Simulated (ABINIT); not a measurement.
**MoS2 (P6_3/mmc): a self-consistent loop beyond G0W0, cycle by cycle**

Wanted: G0W0 and self-consistent gaps of MoS2 (P6_3/mmc), with the cost of the cycles.

Main program and level: ABINIT 10.8.3; PBE and many-body steps on it, plane waves.

Most raw output is cut from this account.

The database entry behind the starting cell differs from later determinations by our own check (about 0.3 % long), so it need not match the best structure at ambient conditions.

## (1) Starting point

It takes space group P6_3/mmc (No. 194, hexagonal). Conventional cell: a = 3.169 Å, b = 3.169 Å, c = 12.324 Å, α = 90.00°, β = 90.00°, γ = 120.00°. Mo has 6 S at 2.41 Å nearest. Nearest to S lie 3 Mo at 2.41 Å. Farther neighbours and most contacts between anions are not listed.

Structure file:

```cif
data_structure
_symmetry_space_group_name_H-M 'P 1'
_symmetry_Int_Tables_number 1
_cell_length_a 3.1690
_cell_length_b 3.1690
_cell_length_c 12.3240
_cell_angle_alpha 90.000
_cell_angle_beta 90.000
_cell_angle_gamma 120.000
_cell_volume 107.18
loop_
_atom_site_label
_atom_site_type_symbol
_atom_site_fract_x
_atom_site_fract_y
_atom_site_fract_z
_atom_site_occupancy
Mo1 Mo 0.33333 0.66667 0.25000 1
Mo2 Mo 0.66667 0.33333 0.75000 1
S3 S 0.33333 0.66667 0.62300 1
S4 S 0.66667 0.33333 0.12300 1
S5 S 0.33333 0.66667 0.87700 1
S6 S 0.66667 0.33333 0.37700 1
```

The cell and positions come from the Crystallography Open Database and are kept as given unless a step says otherwise.

## (2) Empty states on the mesh, 6×6×1 mesh, 170 bands

This step: ABINIT 10.8.3; DFT, PBE, plane waves, norm-conserving pseudopotentials.

The sums over transitions need many empty states on a uniform mesh; this step solves for them.

Contents of run.abi:

```
acell 3*1.0 Angstrom
rprim 
  3.169000000004 -0.000000000001 0.000000000000
  -1.584500000001 2.744434504597 0.000000000000
  0.000000000000 0.000000000000 12.324000000000
ntypat 2
znucl 42 16
natom 6
typat 1 1 2 2 2 2
xred 
  0.333333333333 0.666666666667 0.250000000000
  0.666666666667 0.333333333333 0.750000000000
  0.333333333333 0.666666666667 0.623000000000
  0.666666666667 0.333333333333 0.123000000000
  0.333333333333 0.666666666667 0.877000000000
  0.666666666667 0.333333333333 0.377000000000
pp_dirpath "pseudos"
pseudos "Mo.upf, S.upf"
ecut 36
ngkpt 6 6 1
nshiftk 1
shiftk 0 0 0
kptopt 1
chksymbreak 0
iscf -2
irdden 1
istwfk *1
nband 170
nbdbuf 14
tolwfr 1e-09
nstep 60
prtvol 0
indata_prefix "in"
outdata_prefix "out"
tmpdata_prefix "tmp"
```

Run with:

```console
$ OMP_NUM_THREADS=1 mpirun -n 8 abinit run.abi > log
```

Elapsed: 59 s, on 8 MPI ranks of Intel Xeon Platinum 8488C (Sapphire Rapids), shared host; peak memory 0.9 GiB; 7.9 min of CPU time.

Numbers from this step:

```
gap                                                           : 0.8887 eV
k of the valence top                                          : 0, 0, 0
k of the conduction bottom                                    : 0.1667, 0.1667, 0
least direct gap                                              : 1.654 eV
k points computed                                             : 7
lowest point of the top converged band, above the valence top : 53.7942 eV
```

On this mesh the gap is 0.889 eV.

The density comes from a self-consistent run that is not shown.

## (3) Screening, 6×6×1 mesh, 156 bands, screening to 130.6 eV

The RPA dielectric matrix is built and inverted for each q.

This step: RPA screening on PBE, plane waves, norm-conserving pseudopotentials.

Changes to run.abi since step 2:

```diff
@@ -24,10 +24,11 @@
 chksymbreak 0
-iscf -2
-irdden 1
 istwfk *1
-nband 170
-nbdbuf 14
-tolwfr 1e-09
-nstep 60
-prtvol 0
+occopt 1
+irdwfk 1
+optdriver 3
+nband 156
+ecuteps 4.8
+inclvkb 2
+awtr 1
+symchi 1
 indata_prefix "in"
```

Wall time 67 s (8 MPI ranks); peak memory 2.6 GiB; 8.9 min of CPU time.

Numbers from this step:

```yaml
eps_infinity_with_local_fields_on_this_mesh_along_the_program_s_q_direction: 14.52
the_same_without_local_fields: 16.29
plasma_frequency: 25.86 eV
plane_waves_in_the_screening_matrix: 341
```

Local fields lower ε∞ by 11 %. On a Γ-centred mesh this coarse the value itself is usually too large, while a short band sum pulls it down.

## (4) G0W0

The self-energy is evaluated for the states that the input lists, and the levels follow from it, in one-shot runs by the linearised quasiparticle equation.

This step: G0W0 on PBE, plane waves, norm-conserving pseudopotentials.

Changes to run.abi since step 3:

```diff
@@ -27,8 +27,19 @@
 irdwfk 1
-optdriver 3
+optdriver 4
 nband 156
+gwcalctyp 0
+ecutsigx 36
+symsigma 1
+nkptgw 3
+kptgw 
+  0.0000000000 0.0000000000 0.0000000000
+  0.1666666667 0.1666666667 0.0000000000
+  0.3333333333 0.3333333333 0.0000000000
+bdgw 
+  25 28
+  25 28
+  25 28
 ecuteps 4.8
-inclvkb 2
-awtr 1
-symchi 1
+irdscr 1
+ppmodel 1
 indata_prefix "in"
```

Wall time 20 s (8 MPI ranks); peak memory 2 GiB.

Numbers from this step:

* G0W0 gap on the points computed: 1.189 eV
* starting gap on the mesh: 0.8887 eV
* k of the valence top: 0, 0, 0
* k of the conduction bottom: 0.1667, 0.1667, 0
* Z at the valence top: 0.774
* Z at the conduction bottom: 0.783
* least direct G0W0 gap on the computed points: 2.164 eV

The gap on the mesh goes from 0.89 eV to 1.19 eV, a correction of +0.30 eV.

## (5) evGW0, cycle 1

This step: evGW0 on PBE, plane waves, norm-conserving pseudopotentials.

Changes to run.abi since step 4:

```diff
@@ -29,14 +29,22 @@
 nband 156
-gwcalctyp 0
+gwcalctyp 10
 ecutsigx 36
 symsigma 1
-nkptgw 3
+nkptgw 7
 kptgw 
   0.0000000000 0.0000000000 0.0000000000
+  0.1666666667 0.0000000000 0.0000000000
+  0.3333333333 0.0000000000 0.0000000000
+  0.5000000000 0.0000000000 0.0000000000
   0.1666666667 0.1666666667 0.0000000000
+  0.3333333333 0.1666666667 0.0000000000
   0.3333333333 0.3333333333 0.0000000000
 bdgw 
-  25 28
-  25 28
-  25 28
+  13 34
+  13 34
+  13 34
+  13 34
+  13 34
+  13 34
+  13 34
 ecuteps 4.8
```

The job ended after 4.9 min (8 MPI ranks; peak memory 4.8 GiB).

This step gave:

```
quasiparticle gap on the mesh                         : 1.269 eV
gap of the density functional on the mesh             : 0.8887 eV
k of the valence top                                  : 0, 0, 0
k of the conduction bottom                            : 0.1667, 0.1667, 0
Z at the valence top                                  : 0.774
Z at the conduction bottom                            : 0.783
least direct quasiparticle gap on the computed points : 2.313 eV
```

Against G0W0 in ABINIT (6×6×1 mesh, 156 bands, screening to 130.6 eV, Godby-Needs plasmon pole), the gap moves by +0.080 eV. This first cycle still uses the starting levels; it takes the full correction, at all points of the mesh, and its linearised value is 1.189 eV.

## (6) evGW0, cycle 2

The corrected levels of the last cycle go back in.

Changes to run.abi since step 5:

```diff
@@ -52,2 +52,3 @@
 ppmodel 1
+irdqps 1
 indata_prefix "in"
```

The job ended after 4.9 min (8 MPI ranks; peak memory 4.8 GiB; 39 min of CPU time).

This step gave:

```
quasiparticle gap on the mesh                         : 1.216 eV
gap of the density functional on the mesh             : 0.8887 eV
k of the valence top                                  : 0, 0, 0
k of the conduction bottom                            : 0.1667, 0.1667, 0
least direct quasiparticle gap on the computed points : 2.196 eV
```

Against the cycle before, the gap moves by −0.053 eV.

## (7) evGW0, cycle 3

run.abi is that of step 6.

It took 4.9 min on 8 MPI ranks; peak memory 4.8 GiB; 39 min of CPU time.

Numbers from this step:

- quasiparticle gap on the mesh: 1.224 eV
- gap of the density functional on the mesh: 0.8887 eV
- k of the valence top: 0, 0, 0
- k of the conduction bottom: 0.1667, 0.1667, 0
- least direct quasiparticle gap on the computed points: 2.218 eV

Against the cycle before, the gap moves by +0.008 eV.

## (8) Screening, 6×6×1 mesh, 156 bands, screening to 130.6 eV

This step: RPA screening on PBE, plane waves, norm-conserving pseudopotentials.

Changes to run.abi since step 7:

```diff
@@ -27,28 +27,13 @@
 irdwfk 1
-optdriver 4
+optdriver 3
 nband 156
+ecuteps 4.8
+inclvkb 2
+awtr 1
+symchi 1
 gwcalctyp 10
-ecutsigx 36
-symsigma 1
-nkptgw 7
-kptgw 
-  0.0000000000 0.0000000000 0.0000000000
-  0.1666666667 0.0000000000 0.0000000000
-  0.3333333333 0.0000000000 0.0000000000
-  0.5000000000 0.0000000000 0.0000000000
-  0.1666666667 0.1666666667 0.0000000000
-  0.3333333333 0.1666666667 0.0000000000
-  0.3333333333 0.3333333333 0.0000000000
-bdgw 
-  13 34
-  13 34
-  13 34
-  13 34
-  13 34
-  13 34
-  13 34
-ecuteps 4.8
-irdscr 1
-ppmodel 1
-irdqps 1
+mbpt_sciss 0.548 eV
+nqptdm 1
+qptdm 
+  0 0 0
 indata_prefix "in"
```

The job ended after 26 s (8 MPI ranks; peak memory 2.7 GiB).

Numbers from this step:

```yaml
eps_infinity_with_local_fields_on_this_mesh_along_the_program_s_q_direction: 12.76
the_same_without_local_fields: 14.17
plasma_frequency: 25.86 eV
plane_waves_in_the_screening_matrix: 341
```

This screening uses the functional's bands under a rigid shift, the mean opening of the cycle before.

## (9) Screening, 6×6×1 mesh, 156 bands, screening to 130.6 eV

This step: RPA screening on PBE from quasiparticle energies, plane waves, norm-conserving pseudopotentials.

Changes to run.abi since step 8:

```diff
@@ -33,7 +33,12 @@
 symchi 1
+irdqps 1
 gwcalctyp 10
-mbpt_sciss 0.548 eV
-nqptdm 1
+nqptdm 6
 qptdm 
-  0 0 0
+  0.1666666667 0.0000000000 0.0000000000
+  0.3333333333 0.0000000000 0.0000000000
+  0.5000000000 0.0000000000 0.0000000000
+  0.1666666667 0.1666666667 0.0000000000
+  0.3333333333 0.1666666667 0.0000000000
+  0.3333333333 0.3333333333 0.0000000000
 indata_prefix "in"
```

Contents of mrgscr.stdin:

```
2
merged
q0_SCR
out_SCR
1
```

Run with:

```console
$ OMP_NUM_THREADS=1 mpirun -n 8 abinit run.abi > log; mrgscr < mrgscr.stdin
```

It took 44 s on 8 MPI ranks; peak memory 2.3 GiB; 5.8 min of CPU time.

This step gave:

| Quantity | Value |
| --- | --- |
| plasma frequency | 25.86 eV |
| plane waves in the screening matrix | 341 |

This screening reads the quasiparticle levels of the cycle before.

## (10) evGW, cycle 1

This step: evGW on PBE, plane waves, norm-conserving pseudopotentials.

Changes to run.abi since step 9:

```diff
@@ -27,12 +27,10 @@
 irdwfk 1
-optdriver 3
+optdriver 4
 nband 156
-ecuteps 4.8
-inclvkb 2
-awtr 1
-symchi 1
-irdqps 1
 gwcalctyp 10
-nqptdm 6
-qptdm 
+ecutsigx 36
+symsigma 1
+nkptgw 7
+kptgw 
+  0.0000000000 0.0000000000 0.0000000000
   0.1666666667 0.0000000000 0.0000000000
@@ -43,2 +41,14 @@
   0.3333333333 0.3333333333 0.0000000000
+bdgw 
+  13 34
+  13 34
+  13 34
+  13 34
+  13 34
+  13 34
+  13 34
+ecuteps 4.8
+irdscr 1
+ppmodel 1
+irdqps 1
 indata_prefix "in"
```

Run with:

```console
$ OMP_NUM_THREADS=1 mpirun -n 8 abinit run.abi > log
```

Run time: 4.9 min. Hardware: 8 MPI ranks; peak memory 4.8 GiB.

Numbers from this step:

- quasiparticle gap on the mesh: 1.286 eV
- gap of the density functional on the mesh: 0.8887 eV
- k of the valence top: 0, 0, 0
- k of the conduction bottom: 0.1667, 0.1667, 0
- least direct quasiparticle gap on the computed points: 2.273 eV

Against G0W0 in ABINIT (6×6×1 mesh, 156 bands, screening to 130.6 eV, Godby-Needs plasmon pole), the gap moves by +0.097 eV.

## (11) Screening, 6×6×1 mesh, 156 bands, screening to 130.6 eV

This step: RPA screening on PBE, plane waves, norm-conserving pseudopotentials.

Changes to run.abi since step 10:

```diff
@@ -27,28 +27,13 @@
 irdwfk 1
-optdriver 4
+optdriver 3
 nband 156
+ecuteps 4.8
+inclvkb 2
+awtr 1
+symchi 1
 gwcalctyp 10
-ecutsigx 36
-symsigma 1
-nkptgw 7
-kptgw 
-  0.0000000000 0.0000000000 0.0000000000
-  0.1666666667 0.0000000000 0.0000000000
-  0.3333333333 0.0000000000 0.0000000000
-  0.5000000000 0.0000000000 0.0000000000
-  0.1666666667 0.1666666667 0.0000000000
-  0.3333333333 0.1666666667 0.0000000000
-  0.3333333333 0.3333333333 0.0000000000
-bdgw 
-  13 34
-  13 34
-  13 34
-  13 34
-  13 34
-  13 34
-  13 34
-ecuteps 4.8
-irdscr 1
-ppmodel 1
-irdqps 1
+mbpt_sciss 0.621 eV
+nqptdm 1
+qptdm 
+  0 0 0
 indata_prefix "in"
```

It took 27 s on 8 MPI ranks; peak memory 2.7 GiB.

This step gave:

```
ε∞ with local fields, on this mesh, along the program's q direction : 12.56
the same without local fields                                       : 13.93
plasma frequency                                                    : 25.86 eV
plane waves in the screening matrix                                 : 341
```

This screening uses the functional's bands under a rigid shift, the mean opening of the cycle before.

## (12) Screening, 6×6×1 mesh, 156 bands, screening to 130.6 eV

This step: RPA screening on PBE from quasiparticle energies, plane waves, norm-conserving pseudopotentials.

Changes to run.abi since step 11:

```diff
@@ -33,7 +33,12 @@
 symchi 1
+irdqps 1
 gwcalctyp 10
-mbpt_sciss 0.621 eV
-nqptdm 1
+nqptdm 6
 qptdm 
-  0 0 0
+  0.1666666667 0.0000000000 0.0000000000
+  0.3333333333 0.0000000000 0.0000000000
+  0.5000000000 0.0000000000 0.0000000000
+  0.1666666667 0.1666666667 0.0000000000
+  0.3333333333 0.1666666667 0.0000000000
+  0.3333333333 0.3333333333 0.0000000000
 indata_prefix "in"
```

mrgscr.stdin is that of step 9.

Run with:

```console
$ OMP_NUM_THREADS=1 mpirun -n 8 abinit run.abi > log; mrgscr < mrgscr.stdin
```

Run time: 43 s. Hardware: 8 MPI ranks; peak memory 2.3 GiB; 5.7 min of CPU time.

Numbers from this step:

```
plasma frequency                    : 25.86 eV
plane waves in the screening matrix : 341
```

This screening reads the quasiparticle levels of the cycle before.

## (13) evGW, cycle 2

This step: evGW on PBE, plane waves, norm-conserving pseudopotentials.

Changes to run.abi since step 12:

```diff
@@ -27,12 +27,10 @@
 irdwfk 1
-optdriver 3
+optdriver 4
 nband 156
-ecuteps 4.8
-inclvkb 2
-awtr 1
-symchi 1
-irdqps 1
 gwcalctyp 10
-nqptdm 6
-qptdm 
+ecutsigx 36
+symsigma 1
+nkptgw 7
+kptgw 
+  0.0000000000 0.0000000000 0.0000000000
   0.1666666667 0.0000000000 0.0000000000
@@ -43,2 +41,14 @@
   0.3333333333 0.3333333333 0.0000000000
+bdgw 
+  13 34
+  13 34
+  13 34
+  13 34
+  13 34
+  13 34
+  13 34
+ecuteps 4.8
+irdscr 1
+ppmodel 1
+irdqps 1
 indata_prefix "in"
```

Run with:

```console
$ OMP_NUM_THREADS=1 mpirun -n 8 abinit run.abi > log
```

Elapsed: 4.9 min, on 8 MPI ranks; peak memory 4.8 GiB.

Numbers from this step:

- quasiparticle gap on the mesh: 1.285 eV
- gap of the density functional on the mesh: 0.8887 eV
- k of the valence top: 0, 0, 0
- k of the conduction bottom: 0.1667, 0.1667, 0
- least direct quasiparticle gap on the computed points: 2.271 eV

Against the cycle before, the gap moves by −0.001 eV.

## (14) Side by side

Times are wall times on 8 MPI ranks of Intel Xeon Platinum 8488C (Sapphire Rapids), shared host, good to a factor of about two. A run's time includes the screening step that it read.

```tsv
run	mesh	bands	screening cutoff (eV)	DFT gap (eV)	gap on the mesh (eV)	direct (eV)	ε∞ used	time
G0W0	6×6×1	156	130.6	0.889	1.189	2.164	14.52	87 s
evGW0, cycle 1	6×6×1	156	130.6	0.889	1.269	2.313	14.52	6 min
evGW0, cycle 2	6×6×1	156	130.6	0.889	1.216	2.196	14.52	6 min
evGW0, cycle 3	6×6×1	156	130.6	0.889	1.224	2.218	14.52	6 min
evGW, cycle 1	6×6×1	156	130.6	0.889	1.286	2.273	12.76	6 min
evGW, cycle 2	6×6×1	156	130.6	0.889	1.285	2.271	12.56	6 min
```

## (15) What came out

- G0W0: 1.189 eV
- evGW0, cycle 1: 1.269 eV
- evGW0, cycle 2: 1.216 eV
- evGW0, cycle 3: 1.224 eV
- evGW, cycle 1: 1.286 eV
- evGW, cycle 2: 1.285 eV
- known limits: not at the basis limit; no spin-orbit coupling; coarse k mesh

**Reading.** Only the bands that the input lists are updated; the others, empty or deep, keep the functional's energies or take a rigid shift. The evGW loop starts from the last levels of evGW0, so its cycles and time come on top of those. evGW0 ends at 1.22 eV, +0.04 eV from G0W0, after 3 cycles that took 15 min beside the first screening; the last moved the gap by 0.008 eV. evGW ends at 1.29 eV, +0.10 eV from G0W0, after 2 cycles that took 12 min beside the first screening; the last moved the gap by 0.001 eV. The first cycle of evGW0 takes the full correction, without the factor Z, so it overshoots the one-shot value. Bands and cutoff are finite, so the gap is not at the basis limit. The miss can reach some tenths of an eV and take either sign; the mesh is an error of its own. The 6×6×1 mesh is coarse for this cell, which bears on the long-range parts of exchange and screening. In the updated screening the q = 0 part is built from Kohn-Sham bands under a rigid shift, the other q from the quasiparticle levels. The many-body steps are scalar-relativistic: spin-orbit coupling is not in them.

[Paths, hosts, dates, memory and timing lines, banners, echoed tables and standing remarks are left out of the program output.]

[Logs are printed without paths, hosts, clocks, repeated set-up lines and the standing remarks that a program may print on its own settings, such as how far it seeks lower states.]

[Runs of the session that timed out or met a known fault of the program may be left out.]

[Hosts, paths, dates, database ids (printed as entryN), source tags and the programs' standing remarks are cut or masked in the printed files.]

[G0W0 gaps are taken among the corrected bands and points alone; a level outside them can change the order at an edge.]

[Where Ansatz stands beside ABINIT at settings called matched, ABINIT's density can come from a denser mesh and the files from another edition; pairs whose starting gaps differed by over 0.03 eV were left out, so agreement reads better than it is.]
